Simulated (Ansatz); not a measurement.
# In2S (model cell, started as antifluorite): a soft mode frozen in

Which phase does In2S (model cell, started as antifluorite) fall into along its unstable mode, and how much energy does it gain?

Program: Ansatz 0.2.0. Level of theory: DFT PBEsol, scalar-relativistic, plane waves, PAW. Results are calculated unless marked as measured.

The structure was built from a prototype and need not be the compound's stable phase.

## Step 1: Starting point

It takes space group Fm-3m (No. 225, cubic). Conventional cell: a = 6.978 Å, b = 6.978 Å, c = 6.978 Å, α = 90.00°, β = 90.00°, γ = 90.00°. S has 8 In at 3.02 Å nearest. Nearest to In lie 4 S at 3.02 Å. Farther neighbours and most contacts between anions are not listed.

## Step 2: The dispersion

The cell comes from relaxations at this level that are not shown. Stability and thermal properties need the whole zone. Linear response on a 2×2×2 q mesh gives force constants as far as a supercell of that size would.

Contents of input.yaml:

```yaml
crystal:
  lattice:
    - [0.0, 3.4890740757, 3.4890740757]
    - [3.4890740757, 0.0, 3.4890740757]
    - [3.4890740757, 3.4890740757, 0.0]
  atoms:
    - { symbol: S, position: [0.0, 0.0, 0.0] }
    - { symbol: In, position: [0.25, 0.25, 0.25] }
    - { symbol: In, position: [0.75, 0.75, 0.75] }
kpoints:
  mp_grid: { grid: [10, 10, 10] }
hamiltonian:
  xc: pbesol
scf:
  occupations: { method: methfessel_paxton, width: 0.15 }
output:
  eigenvalues: true
phonons:
  method: dfpt
  qmesh: [2, 2, 2]
  temperatures: { t_max: 1000, t_step: 50 }
  qpath:
    path:
      - [[0.0, 0.0, 0.0], [0.5, 0.0, 0.5], [0.625, 0.25, 0.625]]
      - [[0.375, 0.375, 0.75], [0.0, 0.0, 0.0], [0.5, 0.5, 0.5], [0.5, 0.25, 0.75], [0.5, 0.0, 0.5]]
    npoints: 10
```

Command:

```sh
> ansatz run input.yaml --threads 4 --pin off --max-ram 7168MiB --backend cpu --events-out ev --progress --plain --runs-dir out
```

Numbers of over 12 decimals in the logs are rounded to 6 here.

Log:

```text
Warning: phonons: the dynamical matrix that this run interpolates holds no multipole term above the dipole-dipole one, and a site of this crystal is no centre of inversion, so its interpolated transverse optical and acoustic branches and sound speeds can stay off near Gamma, and the density of states and the thermodynamics with them. What a run solves at a wave vector of phonons.qpoints, Gamma apart, where the deck admits one, is free of this, and under fd what a larger phonons.supercell samples
Engine: ansatz 0.2.0, x86_64-unknown-linux-gnu
Pseudopotentials: kind: paw
Pseudopotential: S, paw, valence charge 6, recommended cutoff 420 eV (normal), S.paw.azcp
Pseudopotential: In, paw, valence charge 13, recommended cutoff 420 eV (normal), In.paw.azcp
Functional definition: PBEsol
  exchange = pbesol_x
  correlation = pbesol_c
Crystal: 3 atoms, lattice volume = 84.949 Å³
Basis set: ecut = 420 eV, 1639 PW (Γ), exchange–correlation on 72×72×72 points (8 copies of the dense FFT grid, shifted against one another)
Bands: 20, of which v1, the nominal top of the filled ones, is band 16 counted from 1 (15 counted from 0)
Symmetry: 48 space group operations
k-points: 47 of 1000
Non-local potential: S, projectors of the file, l = 0: 2, l = 1: 2, l = 2: 2
Non-local potential: In, projectors of the file, l = 0: 2, l = 1: 2, l = 2: 2, l = 3: 2
PAW form: soft (Blöchl's): semilocal exchange-correlation on the pseudo side does not see the compensation charge
PAW frozen core: S, regenerated for the run's functional, and the local potential with it (the file was generated under x = pbe(κ = 0.804, μ = 0.219515), c = pbe(β = 0.066725))
PAW frozen core: In, regenerated for the run's functional, and the local potential with it (the file was generated under x = pbe(κ = 0.804, μ = 0.219515), c = pbe(β = 0.066725))
PAW one-centre angular grid: S, 110 points (default); XC on 64 Gauss nodes
PAW one-centre angular grid: In, 590 points (default); XC on 64 Gauss nodes
Initial density: superposition of atomic densities (neutral atoms: chi_scale 0, normalization atom), corrected by the library's trained network
Initial wavefunctions: pseudopotential atomic-orbital guess
Functional: x = pbesol(κ = 0.804, μ = 0.123457), c = pbesol(β = 0.046)
SCF iter   1: F=—  HF=-11935.738572 eV  |F-HF|=—  |Δ(HF+E_count)|=         —  Δρ=4.09e-3  dr2=2.52e-2  ethr=1.77e-3  ⟨swp⟩=5.2  Hψ=4302  notcnv=0
preconditioner: auto → Kerker (q_TF=auto, 2.319 Å⁻¹)  [metal: Δε(μ)=0.072 eV  Ē_g=13.265 eV  σ=0.150 eV  W_gap=0.39  n_scr=14 (ndim 8)  ℏωp=22.8 eV  f_vac=0.034  D(μ)=0.63/eV (n_scr^D=0)]
SCF iter   2: F=—  HF=-11935.730634 eV  |F-HF|=—  |Δ(HF+E_count)|=   7.94e-3  S|Δr|=    0.00e0  Δρ=1.65e-3  dr2=3.15e-3  ethr=7.87e-5  ⟨swp⟩=1.1  Hψ=1319  notcnv=0
SCF iter   3: F=—  HF=-11935.730196 eV  |F-HF|=—  |Δ(HF+E_count)|=   4.38e-4  S|Δr|=    0.00e0  Δρ=4.26e-4  dr2=1.93e-4  ethr=9.86e-6  ⟨swp⟩=2.2  Hψ=1694  notcnv=0
SCF iter   4: F=—  HF=-11935.730278 eV  |F-HF|=—  |Δ(HF+E_count)|=   8.26e-5  S|Δr|=    0.00e0  Δρ=2.28e-4  dr2=8.17e-5  ethr=6.04e-7  ⟨swp⟩=2.2  Hψ=1091  notcnv=0
SCF iter   5: F=—  HF=-11935.730362 eV  |F-HF|=—  |Δ(HF+E_count)|=   8.42e-5  S|Δr|=    0.00e0  Δρ=8.14e-5  dr2=1.56e-5  ethr=2.55e-7  ⟨swp⟩=2.0  Hψ=1165  notcnv=0
SCF iter   6: F=—  HF=-11935.730381 eV  |F-HF|=—  |Δ(HF+E_count)|=   1.82e-5  S|Δr|=    0.00e0  Δρ=2.28e-5  dr2=9.13e-7  ethr=4.86e-8  ⟨swp⟩=2.0  Hψ=1164  notcnv=0
SCF iter   7: F=—  HF=-11935.730375 eV  |F-HF|=—  |Δ(HF+E_count)|=   5.09e-6  S|Δr|=    0.00e0  Δρ=4.58e-6  dr2=1.60e-8  ethr=2.85e-9  ⟨swp⟩=2.0  Hψ=1141  notcnv=0
SCF iter   8: F=—  HF=-11935.730375 eV  |F-HF|=—  |Δ(HF+E_count)|=   1.40e-8  S|Δr|=    0.00e0  Δρ=7.47e-7  dr2=3.37e-10  ethr=5.01e-11  ⟨swp⟩=2.0  Hψ=1210  notcnv=0
SCF iter   9: F=—  HF=-11935.730375 eV  |F-HF|=—  |Δ(HF+E_count)|=   1.14e-9  S|Δr|=    0.00e0  Δρ=1.69e-7  dr2=1.63e-11  ethr=1.05e-12  ⟨swp⟩=2.2  Hψ=1518  notcnv=0
SCF iter  10: F=-11935.730375 eV  HF=-11935.730375 eV  |F-HF|=7.28e-12  |Δ(HF+E_count)|=  2.73e-11  S|Δr|=    0.00e0  Δρ=1.91e-8  dr2=2.38e-13  ethr=1.00e-12  ⟨swp⟩=5.1  Hψ=4026  notcnv=0
SCF 1 converged in 10 iterations: F = -11935.730375 eV  dr2 = 2.38e-13
  greatest PAW one-centre occupation: 0.983 electrons in one spin orbital (limit 2), on the In atom at site 2 (counted from 0), in its partial waves of l = 2
Initial density: read from a saved state, or passed on in memory by an earlier SCF of this step, an earlier step, the calling program or the single point that the run made first
iter 1 solved again at ethr=2.86e-7 eV; its pass at ethr=3.10e-3 eV (dr2=9.16e-5 eV) is discarded
SCF iter   1: F=—  HF=-11935.730373 eV  |F-HF|=—  |Δ(HF+E_count)|=         —  Δρ=1.83e-6  dr2=1.44e-9  ethr=2.86e-7  ⟨swp⟩=2.4  Hψ=6477  notcnv=0
eigensolver tolerance schedule: the retry pair's looser diagonalisation over-reported the residual by 63774.59 of it (diagonalisation noise at an unbounded share of the residual, at the tolerance the schedule requests for it); recorded, not acted on — ethr = c·dr2/N_el stays at c = 1.0e-1
preconditioner: auto → Kerker (q_TF=auto, 2.319 Å⁻¹)  [metal: Δε(μ)=0.052 eV  Ē_g=13.300 eV  σ=0.150 eV  W_gap=0.28  n_scr=14 (ndim 8)  ℏωp=22.8 eV  f_vac=0.042  D(μ)=0.69/eV (n_scr^D=0)]
SCF iter   2: F=—  HF=-11935.730375 eV  |F-HF|=—  |Δ(HF+E_count)|=   2.36e-6  S|Δr|=    0.00e0  Δρ=1.26e-6  dr2=7.59e-10  ethr=4.49e-12  ⟨swp⟩=3.6  Hψ=2459  notcnv=0
SCF iter   3: F=—  HF=-11935.730375 eV  |F-HF|=—  |Δ(HF+E_count)|=  3.27e-10  S|Δr|=    0.00e0  Δρ=7.51e-7  dr2=2.60e-10  ethr=2.37e-12  ⟨swp⟩=2.0  Hψ=1494  notcnv=0
SCF iter   4: F=—  HF=-11935.730375 eV  |F-HF|=—  |Δ(HF+E_count)|=  1.35e-10  S|Δr|=    0.00e0  Δρ=3.53e-7  dr2=5.41e-11  ethr=1.00e-12  ⟨swp⟩=2.8  Hψ=1538  notcnv=0
SCF iter   5: F=—  HF=-11935.730375 eV  |F-HF|=—  |Δ(HF+E_count)|=  5.46e-12  S|Δr|=    0.00e0  Δρ=2.91e-7  dr2=3.68e-11  ethr=1.00e-12  ⟨swp⟩=1.0  Hψ=940  notcnv=0
SCF iter   6: F=-11935.730375 eV  HF=-11935.730375 eV  |F-HF|=1.82e-12  |Δ(HF+E_count)|=  2.00e-11  S|Δr|=    0.00e0  Δρ=1.29e-7  dr2=7.12e-12  ethr=1.00e-12  ⟨swp⟩=1.0  Hψ=2068  notcnv=0
SCF 2 converged in 6 iterations: F = -11935.730375 eV  dr2 = 7.12e-12
phonons: the bands overlap, so this run is a metal and interpolates without the dipole-dipole term. If the crystal is really an insulator or semiconductor, its LO-TO splitting is missing
NSCF: frozen V_eff on 47 k-points
NSCF: frozen V_eff on 102 k-points
DFPT response loops at q = (0, 0, 0) (fractional): preconditioner auto → Kerker (q_TF=auto, 2.319 Å⁻¹) (partly filled bands, converged f_vac=0.042); β = 1.00, the filter's whole step (`scf.mixing.beta` (0.50) is not read by the response loops under this deck's `scf.mixing.preconditioner`; to damp them name `kerker` or `kerker_dos`, under which they read `scf.mixing.beta`, and type it under 1.00, their step now; both keys bind the ground state too); Broyden in place of MSR1
NSCF: frozen V_eff on 564 k-points
DFPT response loops at q = (0, 0, -0.5) (fractional): mixed as the last ones told, above
NSCF: frozen V_eff on 342 k-points
DFPT response loops at q = (0, -0.5, -0.5) (fractional): mixed as the last ones told, above
SCF converged after 10 iterations
Stability not checked: this state was not tested for a lower state beside it, because cold or Methfessel-Paxton smearing, or corrected tetrahedra, fill the levels in a way that the test cannot read (fill_not_monotonic; see scf.lower_state_search)
Free energy (F): -11935.730375 eV
Harris-Foulkes:  -11935.730375 eV  (|F-HF|=7.28e-12)
Internal energy: -11935.729741 eV  (E = F + TS)
E sigma→0 (E₀):  -11935.730217 eV
Entropy (-TS):   -0.000634 eV (-0.211 meV/atom)
Fermi energy:    7.432970 eV
Step filling:    the computed levels leave a gap of 0.0522 eV = 0.3 smearing widths at the electron count; against every level under it full and every level over it empty, smearing changes F+E_penalty+E_count by +0.252 meV and its σ→0 estimate by +0.411 meV
--- Per-component energies (eV) ---
  E_band       = -115.223994
  E_kinetic    = 585.137893
  E_local      = -2640.752872  (includes V_loc(G=0)·N_el)
  E_nonlocal   = 763.763271
  E_hartree    = 1029.774849
  E_xc         = -523.855886
  E_vxc        = -287.253060  (∫ρ·V_xc dr)
  E_paw        = -8742.937674  (= ΣΔE_a)
  E_vpaw       = -595.668977  (= ΣTr[D̂ρ^β])
  E_aug_tail   = 0.000052  (compensation charges beyond the density's cutoff)
  E_ewald      = -2407.393128
  E_core_change = 0.533754  (= ΣΔE_core)
  E_smearing   = -0.000634  (= −TS)
  E_closure    = -0.000000  (closes the sum)
  Σ components = -11935.730375   (vs F -11935.730375, Δ=0.00e0)
--- Band table (eV; the first three rows and the last of 47) ---
  k-point 0: bands = [... 12 lower, 4.4537, 4.4537, 4.4537, 6.4965, 7.8604, 7.8604, 7.8604, 12.4343]
  k-point 1: bands = [... 12 lower, 4.3980, 4.3980, 4.4684, 6.0423, 7.9846, 7.9846, 8.6340, 11.9524]
  k-point 2: bands = [... 12 lower, 4.1225, 4.2675, 4.2675, 6.0691, 8.2732, 8.2732, 9.6566, 11.4460]
  k-point 46: bands = [... 12 lower, 1.6815, 2.9957, 5.9988, 7.0590, 7.3402, 8.5855, 10.8945, 11.5588]
--- Phonons (Γ-DFPT): 2 representative perturbations + reference (Σ response iterations 6) ---
  ASR residual: 4.203e-5 → 0.000e0 eV/Å²; symmetrization residual: 3.548e-6 eV/Å²
  ASR residual per site (eV/Å²): 1.03e-5 4.20e-5 4.20e-5
  Γ frequencies (cm⁻¹): 0.00 0.00 0.00 80.55 80.55 80.55 119.76 119.76 119.76
--- Phonons (arbitrary-q DFPT): 3 irreducible q on the 2×2×2 mesh ---
  q = [0.0000, 0.0000, 0.0000] (star 1, of the zone-centre solve; hermiticity 4.08e-6, symmetrization 7.23e-12): -0.00 -0.00 0.00 80.55 80.55 80.55 119.76 119.76 119.76
  q = [0.0000, 0.0000, -0.5000] (star 4, 2 solved perturbations on 282 of 1000 k-point pairs; hermiticity 3.98e-6, symmetrization 8.36e-12): -119.58 -52.21 -52.21 61.76 61.76 70.67 78.71 101.11 101.11
  q = [0.0000, -0.5000, -0.5000] (star 3, 4 solved perturbations in 546 linear systems a pass and spin channel, the states on 171 of 1000 k-point pairs; hermiticity 6.23e-6, symmetrization 2.83e-12): -131.30 -131.30 34.55 39.39 39.39 59.41 84.70 100.97 100.97
  sum rule: each row above includes the acoustic sum rule's correction from the zone centre's row sums; it moved no ω² by more than (0.32 cm⁻¹)²
  mesh force constants: q→R imaginary residual 4.62e-17; ASR residual 4.203e-5 → 0.000e0 eV/Å²; symmetrization residual 1.776e-15 eV/Å²
  interpolated dispersion: 62 rows × 9 modes
  density of states and harmonic sums: on the 16×16×16 q-mesh, interpolated from the force constants of a 2×2×2 supercell (no non-analytic term)
  largest difference from the sums on the solved wave vectors: F 1.83e-2 eV, S 3.19e-5 and C_V 1.36e-5 eV/K
  zero-point energy: 0.028854 eV/cell   skipped modes (ω ≤ 0): 394, of them read as no rigid motion or as one in doubt: 391 (2.782e0 modes/cell left out, lowest -131.30 cm⁻¹)   left out of the sums: 3.09e-1 of the cell's modes: C_V's classical limit lies that fraction below 3 k_B per atom; for a crystal, a wire or a layer, F and S can be off by more, and a phonons.interpolated_qmesh denser along its periods is the remedy for the sampling
```

Elapsed: 48 s, on 4 threads of Intel Xeon 6975P-C (Granite Rapids), shared host; peak memory 1.5 GiB.

In the SCF lines HF is the Harris–Foulkes energy and dr2 the Hartree energy of the density residual, in eV; the loop may stop once dr2 is under the threshold and the program's other checks hold. Hψ counts applications of the Hamiltonian.

Numbers from this step:

```yaml
volume_per_atom: 28.32 Å³
gap_on_the_k_mesh: 0 eV
sum_rule_residual_before_enforcement: 4.20e-5 eV/Å²
lowest_frequency_on_the_path: -131.3 cm⁻¹
point_group: m-3m
highest_frequency_on_the_path_or_at_a_solved_wavevector: 119.8 cm⁻¹
highest_optical_mode_at_the_zone_centre_no_lo_to_term: 119.8 cm⁻¹
lowest_optical_zone_centre_mode: 80.55 cm⁻¹
lowest_mode_on_the_q_mesh_acoustic_modes_at_gamma_apart: -131.3 cm⁻¹
```

Frequencies (cm⁻¹) solved at each irreducible wavevector; negative means imaginary. Frequencies by wavevector, by row:

```
q in reciprocal lattice units  star  mode 1  mode 2  mode 3  mode 4  mode 5  mode 6  mode 7  mode 8  mode 9
                        0 0 0     1       0       0       0    80.5    80.5    80.5   119.8   119.8   119.8
                     0 0 -0.5     4  -119.6   -52.2   -52.2    61.8    61.8    70.7    78.7   101.1   101.1
                  0 -0.5 -0.5     3  -131.3  -131.3    34.5    39.4    39.4    59.4    84.7     101     101
```

Interpolated from a 2×2×2 q mesh. Phonon branches along the path, in cm⁻¹:

```
    point  branch 1  branch 2  branch 3  branch 4  branch 5  branch 6  branch 7  branch 8  branch 9
        Γ         0         0         0        80        80        80       120       120       120
  halfway       -71       -71        48        51        51        62       102       102       102
        X      -131      -131        35        39        39        59        85       101       101
  halfway      -131      -126         8        35        42        64        85        99       100
        U      -128      -109       -55        35        47        72        87        93        98
jump to K      -128      -109       -55        35        47        72        87        93        98
  halfway       -65       -62       -29        49        61        70        96        97       107
        Γ         0         0         0        80        80        80       120       120       120
  halfway       -56       -26       -26        55        71        71        94       108       108
        L      -120       -52       -52        62        62        71        79       101       101
  halfway      -120       -77       -70        44        53        80        81        93        98
        W      -130       -88       -88        32        43        84        84        88        98
  halfway      -130      -120       -35        33        42        68        86        96       100
        X      -131      -131        35        39        39        59        85       101       101
```

The phonon branches as a text plot (rows in cm⁻¹):

```
    115 |****                    ***********
    104 |   **************   *******      ***********        ****
     94 |       **     **********           **      ***********
     83 |**       *************     ******    *******************
     73 |  ****          *** ** *****    ****   *****       **
     62 |    *** ********    *******       * ********         ***
     52 |      ***        ***   *           **     ******
     41 |    ** ********** *****                      ***********
     31 |   *        ******                              ********
     20 |  *
     10 | *            *          ****   *
     -1 |*                          *****
    -11 | *                       ** *   **
    -21 |  *                     *  *      **                 *
    -32 |   *           *       ****       * *
    -42 |                      * *            **
    -53 |    **          **                 *   ****         *
    -63 |                    ** *                   **      *
    -74 |      *           *****                     ***
    -84 |                      *             *         *****
    -95 |       *          *                  *            *
   -105 |        *        *  **                *            *
   -116 |               **  *                   *******      *
   -126 |         **********                           **********
         Γ           X  U|K            Γ         L        W     X
```

Symmetry leaves 3 wavevectors to solve. The lowest mode among them, the acoustic zeros apart, lies at q = (0, -0.5, -0.5) and is imaginary, 131.3i cm⁻¹, so the energy falls along it.

## Step 3: The mode frozen in, largest atomic shift 0 Å

The mode followed lies at q = (0, -0.5, -0.5) with frequency 131.3i cm⁻¹ and is 2-fold degenerate, the softest among the wavevectors solved. At small amplitude the distorted cell has space group no. 59 by a symmetry search on the positions. The undistorted cell that holds it gives the zero of energy on the same k mesh.

System of this step: In2S (model cell, started as antifluorite). It takes space group Fm-3m (No. 225, cubic). Conventional cell: a = 6.978 Å, b = 6.978 Å, c = 6.978 Å, α = 90.00°, β = 90.00°, γ = 90.00°. S has 8 In at 3.02 Å nearest. Nearest to In lie 4 S at 3.02 Å. Farther neighbours and most contacts between anions are not listed.

Contents of input.yaml:

```yaml
crystal:
  lattice:
    - [0.0, -3.4890740757, -3.4890740757]
    - [0.0, 3.4890740757, -3.4890740757]
    - [6.9781481514, 0.0, 0.0]
  atoms:
    - { symbol: S, position: [0.5, 0.5, 0.5] }
    - { symbol: S, position: [0.0, 0.0, 0.0] }
    - { symbol: In, position: [0.0, 0.5, 0.75] }
    - { symbol: In, position: [0.5, 0.0, 0.25] }
    - { symbol: In, position: [1.0, 0.5, 0.25] }
    - { symbol: In, position: [0.5, 0.0, 0.75] }
kpoints:
  mp_grid: { grid: [6, 6, 6] }
hamiltonian:
  xc: pbesol
scf:
  occupations: { method: methfessel_paxton, width: 0.15 }
output:
  forces: true
  stress: true
  eigenvalues: true
```

Log:

```text
[...]
Crystal: 6 atoms, lattice volume = 169.899 Å³
Basis set: ecut = 420 eV, 3299 PW (Γ), exchange–correlation on 72×72×96 points (8 copies of the dense FFT grid, shifted against one another)
Bands: 39, of which v1, the nominal top of the filled ones, is band 32 counted from 1 (31 counted from 0)
Symmetry: 32 space group operations
[...]
k-points: 40 of 216
[...]
k-point 0: bands = [... 28 lower, 4.4613, 4.4613, 6.1481, 6.4956, 7.8595, 7.8595, 7.8627, 7.9771, ... 3 higher]
  k-point 1: bands = [... 28 lower, 4.3470, 4.6392, 5.9677, 6.1496, 7.9824, 8.0085, 8.0085, 8.5928, ... 3 higher]
  k-point 2: bands = [... 28 lower, 4.2342, 5.0815, 5.2404, 6.0053, 8.2157, 8.4011, 8.4011, 9.5618, ... 3 higher]
  k-point 39: bands = [... 28 lower, 6.5673, 6.5673, 6.5673, 6.5673, 7.7188, 7.7188, 8.1616, 8.1616, ... 3 higher]
[key lines of the parts left out:]
SCF converged after 6 iterations
Free energy (F): -23871.465250 eV
Fermi energy:    7.376641 eV
P = ⅓ Tr σ = 0.0324 GPa (0.324 kbar)
```

Run time: 5.7 s. Hardware: 4 threads; peak memory 0.63 GiB.

This step gave:

| Property | Result |
| --- | --- |
| pressure | 0.03238 GPa |
| energy from the undistorted cell | 0 meV/atom |

The run ends at a pressure of 0.03 GPa.

(Continued in part 2 of 3.)

[Logs are printed without paths, hosts, clocks, repeated set-up lines and the standing remarks that a program may print on its own settings, such as how far it seeks lower states.]

[Hosts, paths, dates, database ids (printed as entryN), source tags and the programs' standing remarks are cut or masked in the printed files.]
